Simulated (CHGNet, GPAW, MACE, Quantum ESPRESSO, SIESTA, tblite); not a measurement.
## Running AlN(11-20)/C(110) interface (80 atoms) with SIESTA

Wanted: SIESTA inputs and outputs for AlN(11-20)/C(110) interface (80 atoms), checked against a plane-wave reference.

Program: SIESTA 5.4.2. Level of theory: the method is named at each step. Results are calculated unless marked as measured.

## (1) The starting structure

The cell holds 80 atoms: 16 Al, 16 N and 48 C. Its edges and angles: a = 10.741 Å, b = 5.013 Å, c = 22.270 Å, α = 90.0°, β = 90.0°, γ = 90.0°. Wurtzite AlN(11-20), 4 repeat layers, 2 surface cells, strained -0.37 and +0.63 %; diamond-structure C(110), 4 layers, 6 cells, +0.37 and -0.62 %; outer planes 1.82 Å apart, 12 Å of vacuum above; not relaxed, displaced by a Gaussian of 0.02 Å. Then every atom was moved at random, 0.03 Å r.m.s. a Cartesian component. Regions: AlN, 32 atoms (16 Al and 16 N); C, 48 atoms (48 C). Vacuum lies along c.

The yardstick, on the same geometry:

```
method                 : Kohn-Sham DFT, PBE, SSSP efficiency 1.3.0 pseudopotentials, plane waves (Quantum ESPRESSO 7.5); sssp-pbe-1.3.0-efficiency, cutoffs 60/480 Ry, Γ point
r.m.s. force component : 1.825 eV/Å
longest force          : 5.581 eV/Å
time                   : 8.6 min on 4 MPI ranks of Arm Neoverse N1, shared host
CPU time               : 34 min
```

## (2) PBE, DZ, shift 0.01 Ry, mesh 500 Ry

Method: Kohn-Sham DFT, PBE, PseudoDojo 0.4.1 norm-conserving pseudopotentials (converted to PSML), numerical atomic orbitals (DZ), diagonalisation.

The .psml files are PseudoDojo norm-conserving potentials that we converted to this format, checked against plane waves on the same files for H, C, O, Si, Ge and Ca alone.

input.fdf reads:

```
SystemLabel cell
NumberOfAtoms 80
NumberOfSpecies 3
%block ChemicalSpeciesLabel
  1 13 Al
  2 7 N
  3 6 C
%endblock ChemicalSpeciesLabel
LatticeConstant 1.0 Ang
%block LatticeVectors
  10.74060 0.00000 0.00000
  0.00000 5.01320 0.00000
  0.00000 0.00000 22.27049
%endblock LatticeVectors
PAO.BasisSize DZ
PAO.EnergyShift 0.01 Ry
XC.Functional GGA
XC.Authors PBE
MeshCutoff 500 Ry
%block kgrid_Monkhorst_Pack
  1 0 0 0.0
  0 1 0 0.0
  0 0 1 0.0
%endblock kgrid_Monkhorst_Pack
SolutionMethod diagon
OccupationFunction FD
ElectronicTemperature 580 K
SCF.Mixer.Method Pulay
SCF.Mixer.Weight 0.05
SCF.Mixer.History 8
SCF.Mix Hamiltonian
MaxSCFIterations 300
SCF.DM.Tolerance 1e-04
SCF.H.Tolerance 1.0e-3 eV
WriteForces T
Write.HirshfeldPop T
Write.VoronoiPop T
Write.DM F
Write.H F
XML.Write F
AtomicCoordinatesFormat Fractional
%block AtomicCoordinatesAndAtomicSpecies
  0.50247 0.00127 0.26858 1
  0.33364 0.13349 0.27013 2
  0.32859 0.50945 0.26882 1
  0.50519 0.61003 0.26900 2
  0.25241 0.00532 0.34016 1
  0.08094 0.13025 0.34008 2
  0.08474 0.50227 0.34071 1
  0.24357 0.62304 0.33851 2
  0.49836 0.01628 0.40836 1
  0.33054 0.12582 0.41157 2
  0.32895 0.49784 0.41060 1
  0.49986 0.63054 0.41244 2
  0.24653 0.00671 0.48081 1
  0.08278 0.11640 0.47959 2
  0.08552 0.48880 0.47942 1
  0.25171 0.62179 0.47749 2
  0.99885 0.00009 0.26990 1
  0.83373 0.12237 0.27252 2
  0.83817 0.49961 0.26825 1
  0.00091 0.60611 0.26795 2
  0.75520 0.00402 0.33856 1
  0.58218 0.12574 0.34131 2
  0.58213 0.49414 0.34077 1
  0.75393 0.61305 0.34021 2
  0.99930 0.00217 0.40985 1
  0.83761 0.11942 0.40860 2
  0.83504 0.49786 0.40921 1
  0.99679 0.61134 0.40606 2
  0.74974 0.00953 0.47938 1
  0.58802 0.12372 0.47973 2
  0.57819 0.50607 0.47741 1
  0.74442 0.61084 0.47863 2
  0.42747 0.27431 0.56229 3
  0.18448 0.02166 0.56007 3
  0.26244 0.03205 0.61649 3
  0.34513 0.28019 0.62045 3
  0.43132 0.28274 0.67230 3
  0.18395 0.03093 0.67430 3
  0.25970 0.03363 0.73111 3
  0.35088 0.28726 0.73103 3
  0.43397 0.78227 0.56012 3
  0.18159 0.52879 0.56167 3
  0.26585 0.53099 0.61348 3
  0.34455 0.78685 0.61862 3
  0.43281 0.78766 0.67401 3
  0.18393 0.53465 0.67191 3
  0.26928 0.51650 0.73216 3
  0.34808 0.78453 0.73179 3
  0.09932 0.27905 0.56146 3
  0.85032 0.03667 0.55812 3
  0.93383 0.03579 0.61503 3
  0.01262 0.27970 0.62169 3
  0.09655 0.28235 0.67522 3
  0.84516 0.03984 0.67448 3
  0.93457 0.03028 0.73201 3
  0.01519 0.28337 0.73226 3
[... 20 atom lines left out ...]
  0.76597 0.79091 0.67645 3
  0.51506 0.51895 0.67528 3
  0.59702 0.52930 0.73510 3
  0.68144 0.77495 0.72905 3
%endblock AtomicCoordinatesAndAtomicSpecies
```

Run with:

```bash
$ OMP_NUM_THREADS=1 mpirun -np 2 siesta < input.fdf > output.txt
```

Output:

```text
Version         : 5.4.2
reinit: System Name:
reinit: System Label: cell
initatom: Reading input for the pseudopotentials and atomic orbitals ----------
Species number:   1 Atomic number:   13 Label: Al
Species number:   2 Atomic number:    7 Label: N
Species number:   3 Atomic number:    6 Label: C
Ground state valence configuration (from tables):   3s02  3p01  3d00  4f00
Ground state valence configuration (from tables):   2s02  2p03  3d00  4f00
Ground state valence configuration (from tables):   2s02  2p02  3d00  4f00
---- Processing specs for species: Al
GGA--PBE XC_GGA_X_PBE--XC_GGA_C_PBE pb
---- Processing specs for species: N
GGA--PBE XC_GGA_X_PBE--XC_GGA_C_PBE pb
---- Processing specs for species: C
GGA--PBE XC_GGA_X_PBE--XC_GGA_C_PBE pb
N pseudopotential only contains V_ls up to l=1 -- lmxkb reset.
C pseudopotential only contains V_ls up to l=1 -- lmxkb reset.
Using PAO.SplitTailNorm
%block ChemicalSpeciesLabel
    1   13 Al                      # Species index, atomic number, species label
    2    7 N                       # Species index, atomic number, species label
    3    6 C                       # Species index, atomic number, species label
%endblock ChemicalSpeciesLabel
%block PAO.Basis                 # Define Basis set
Al                    2                    # Species label, number of l-shells
 n=3   0   2                         # n, l, Nzeta
   6.130      4.449
   1.000      1.000
 n=3   1   2                         # n, l, Nzeta
   7.969      5.883
   1.000      1.000
N                     2                    # Species label, number of l-shells
 n=2   0   2                         # n, l, Nzeta
   3.944      2.617
   1.000      1.000
 n=2   1   2                         # n, l, Nzeta
[...]
C                     2                    # Species label, number of l-shells
 n=2   0   2                         # n, l, Nzeta
[...]
1.000      1.000
 n=2   1   2                         # n, l, Nzeta
   5.436      3.692
   1.000      1.000
%endblock PAO.Basis
coor:   Atomic-coordinates input format  =     Fractional
siesta: System type = slab
initatomlists: Number of atoms, orbitals, and projectors:     80   640   800
siesta: ******************** Simulation parameters ****************************
Total number of electrons:   320.000000
Total ionic charge:   320.000000
 Kpoints in:            1 . Kpoints trimmed:            1
siesta: k-grid: Number of k-points = 1
siesta: k-points from Monkhorst-Pack grid
siesta: k-cutoff (effective) =     2.507 Ang
siesta: k-point supercell and displacements
siesta: k-grid:     1     0     0      0.000
siesta: k-grid:     0     1     0      0.000
siesta: k-grid:     0     0     1      0.000
                     ====================================
                        Single-point calculation
                     ====================================
outcell: Unit cell vectors (Ang):
       10.740600    0.000000    0.000000
        0.000000    5.013200    0.000000
        0.000000    0.000000   22.270490
outcell: Cell vector modules (Ang)   :   10.740600    5.013200   22.270490
outcell: Cell angles (23,13,12) (deg):     90.0000     90.0000     90.0000
outcell: Cell volume (Ang**3)        :   1199.1495
Gamma-point calculation with interaction between periodic images
Gamma-point calculation with interaction between periodic images
Some features might not work optimally:
Some features might not work optimally:
e.g. DM initialization from atomic data
e.g. DM initialization from atomic data
new_DM -- step:     1
Initializing Density Matrix...
Attempting to read DM from file... Failed...
DM filled with atomic data:
InitMesh: MESH = 150 x 72 x 300 = 3240000
InitMesh: Mesh cutoff (required, used) =   500.000   501.516 Ry
stepf: Fermi-Dirac step function
        iscf     Eharris(eV)        E_KS(eV)     FreeEng(eV)     dDmax    Ef(eV) dHmax(eV)
   scf:    1   -12981.850669   -13258.691805   -13258.880357  1.774108 -5.604213 16.372060
   scf:    2   -13273.177894   -13274.053505   -13274.263496  0.294361 -5.706149  9.780713
   scf:    3   -13266.291006   -13281.976456   -13282.212501  0.323602 -5.587539 13.584206
   scf:    4   -13316.808350   -13305.001152   -13305.255051  0.255282 -5.556203  4.457690
   scf:    5   -13304.035072   -13305.692863   -13305.940907  0.151056 -5.483271  5.537006
   scf:    6   -13310.407237   -13309.080974   -13309.318763  0.175966 -5.292459  5.337904
[...]
scf:   26   -13315.475544   -13315.475544   -13315.723517  0.000204 -4.936716  0.001479
   scf:   27   -13315.475543   -13315.475544   -13315.723517  0.000051 -4.936828  0.001166
   scf:   28   -13315.475549   -13315.475546   -13315.723517  0.000060 -4.936919  0.000960
SCF Convergence by DM+H criterion
max |DM_out - DM_in|         :     0.0000603297
max |H_out - H_in|      (eV) :     0.0009604789
SCF cycle converged after 28 iterations
Using DM_out to compute the final energy and forces
siesta: E_KS(eV) =           -13315.4755
siesta: E_KS - E_eggbox =    -13315.4755
siesta: Atomic forces (eV/Ang):
     1   -1.056571   -0.953014    0.405883
     2    0.386362   -0.058272   -0.394874
     3    1.780092   -0.704708    0.011568
     4   -0.969094    1.564502   -0.600494
     5   -0.783934    0.085732   -1.037346
     6    1.218400   -1.030504   -0.205262
[...]
78   -1.281708    3.785475    0.278282
    79    4.007830    0.225003   -2.314214
    80   -4.499093    1.551584    0.584331
----------------------------------------
   Tot   -0.003471    0.005074    0.000664
----------------------------------------
   Max    5.160746
   Res    1.836915    sqrt( Sum f_i^2 / 3N )
----------------------------------------
   Max    5.160746    constrained
Stress tensor Voigt[x,y,z,yz,xz,xy] (kbar):      -39.32      -81.33      -28.77        4.57       -4.21        5.62
(Free)E + p*V (eV/cell)   -13278.4459
Target enthalpy (eV/cell)   -13315.7235
siesta: Program's energy decomposition (eV):
siesta: Ebs     =     -4139.147065
siesta: Eions   =     23073.236684
siesta: Ena     =      6154.185703
siesta: Ekin    =      8954.911691
siesta: Enl     =      -559.703482
siesta: DEna    =      -207.343136
siesta: DUscf   =        25.189584
siesta: Ex      =     -4199.836152
siesta: Ec      =      -409.643069
siesta: Exc     =     -4609.479221
siesta: Eharris =    -13315.475549
siesta: Etot    =    -13315.475546
siesta: FreeEng =    -13315.723517
siesta: Final energy (eV):
siesta:  Band Struct. =   -4139.147065
siesta:       Kinetic =    8954.911691
siesta:       Hartree =   77241.831293
siesta:         Exch. =   -4199.836152
siesta:         Corr. =    -409.643069
siesta:   Exch.-corr. =   -4609.479221
siesta:  Ion-electron = -162554.235491
siesta:       Ion-ion =   67651.496182
siesta:         Total =  -13315.475546
siesta:         Fermi =      -4.936919
siesta: Stress tensor (static) (eV/Ang**3):
siesta:    -0.024540    0.003505   -0.002630
siesta:     0.003505   -0.050763    0.002854
siesta:    -0.002630    0.002855   -0.017957
siesta: Cell volume =       1199.149544 Ang**3
siesta: Pressure (static):
siesta:                Solid            Molecule  Units
siesta:           0.00033858          0.00005748  Ry/Bohr**3
siesta:           0.03108672          0.00527713  eV/Ang**3
siesta:          49.80641388          8.45489127  kBar
    Orbital volume contribution        =          27.730344 eV
    (Free)E + p_basis*V_orbitals       =      -13287.993174 eV
    (Free)Eharris+ p_basis*V_orbitals  =      -13287.993176 eV
siesta: Electric dipole (a.u.)  =   -0.000000   -0.000000   -1.999443
siesta: Electric dipole (Debye) =   -0.000000   -0.000000   -5.082078
Hirshfeld Atomic Populations:
Atom #   charge [q] valence [e]  Species
     1     0.398201    2.601799  Al
     2    -0.370057    5.370057  N
     3     0.393896    2.606104  Al
     4    -0.370601    5.370601  N
     5     0.284160    2.715840  Al
     6    -0.294441    5.294441  N
     7     0.267043    2.732957  Al
     8    -0.290556    5.290556  N
     9     0.302465    2.697535  Al
    10    -0.293045    5.293045  N
    11     0.297944    2.702056  Al
    12    -0.303018    5.303018  N
[...]
33    -0.027172    4.027172  C
    34    -0.086482    4.086482  C
    35     0.000435    3.999565  C
    36     0.010904    3.989096  C
    37     0.016284    3.983716  C
    38     0.008940    3.991060  C
[...]
--------------------
 Total    -0.000017
Voronoi Atomic Populations:
Atom #   charge [q] valence [e]  Species
[...]
27     0.402551    2.597449  Al
    28    -0.403859    5.403859  N
    29     0.365113    2.634887  Al
    30    -0.318561    5.318561  N
    31     0.319480    2.680520  Al
    32    -0.285355    5.285355  N
[...]
78     0.018326    3.981674  C
    79    -0.064254    4.064254  C
    80    -0.004441    4.004441  C
--------------------
 Total    -0.000017
```

Run time: 5 min. Hardware: 2 MPI ranks of Arm Neoverse N1, shared host; peak memory 1.5 GiB.

Banners, paths, timers and routine set-up lines are dropped from the logs unmarked, and long logs keep their key lines alone; longer cuts are marked.

Against the reference:

| Quantity | Value |
| --- | --- |
| r.m.s. force component | 1.837 eV/Å |
| r.m.s. difference of force components | 318.1 meV/Å |
| longest difference of force vectors | 1412 meV/Å |
| force difference over r.m.s. force | 17.44 % |
| slope of forces against the reference's | 0.9916 |
| correlation of force components | 0.9849 |

This is a coarse setting, run to see what it loses.

Length of the force difference by element (eV/Å):

```
element  atoms  mean  most
     Al     16  0.68   1.4
      C     48  0.46  0.85
      N     16  0.36  0.66
```

A closer look about Al15, which has 6 bonded neighbours where the commonest count for Al is 4: 9 atoms, nearest first, numbered in the order of the input, with positions taken from that point.

```csv
atom,x,y,z,distance (Å),bonds,Hirshfeld charge (e),Fx,Fy,Fz (eV/Å)
Al15,0.00,0.00,0.00,0.00,6,0.25,-2.61,2.56,-2.47
N14,-0.03,-1.87,0.00,1.87,3,-0.23,-1.68,1.77,-2.45
N16,1.78,0.67,-0.04,1.91,3,-0.26,-1.05,-0.15,1.61
N28,-0.95,0.61,-1.63,1.99,4,-0.30,0.99,1.37,2.31
C42,1.03,0.20,1.83,2.11,4,0.06,-1.98,1.24,-0.67
C49,0.15,-1.05,1.83,2.11,4,0.03,2.52,-2.73,1.36
C57,0.12,1.45,1.73,2.27,5,-0.06,2.79,-1.52,1.55
Al13,1.73,-2.42,0.03,2.97,5,0.25,2.28,-1.03,-0.70
Al11,2.61,0.05,-1.53,3.03,4,0.30,1.49,0.41,-0.73
```

Forces lie 17 % from the reference's, at 0.29 times its CPU time (on 2 against 4 cores).

Further runs of this program without a result: SIESTA PBE, DZP, shift 0.01 Ry, mesh 500 Ry (cut off at its time limit); SIESTA PBE, SZP, shift 0.01 Ry, mesh 500 Ry (cut off at its time limit).

## (3) Results

```yaml
force_difference_from_the_reference: SIESTA PBE, DZ, shift 0.01 Ry, mesh 500 Ry (coarse), 17 %
its_cpu_time: 10 min
```

**Reading.** Runs with settings chosen to be coarse differ by 17 % (SIESTA PBE, DZ, shift 0.01 Ry, mesh 500 Ry), their programs' other errors included. One electronic-structure run takes under half the reference's CPU time: SIESTA PBE, DZ, shift 0.01 Ry, mesh 500 Ry, at 17 % in 10 min against 34 min. The cell is under 6 Å thick along one periodic direction, so every atom has periodic images of itself close by, which move with it and show among its neighbours and in g(r). The host structure and its lattice constant were typed by rule, without a check against the phase diagram. The runs have no spin polarisation, so any moments at edges, vacancies or dangling bonds can't form. The electronic-structure runs sample only Γ, in a cell whose shortest periodic width is 5 Å, which is coarse for a cell with partly filled levels.

[Also dropped from logs without a mark: logging warnings of Python, and SIESTA's first energy breakdown and zero terms.]

[Logs are printed without paths, hosts, clocks, repeated set-up lines and the standing remarks that a program may print on its own settings, such as how far it seeks lower states.]

[Hosts, paths, dates, database ids (printed as entryN), source tags and the programs' standing remarks are cut or masked in the printed files.]
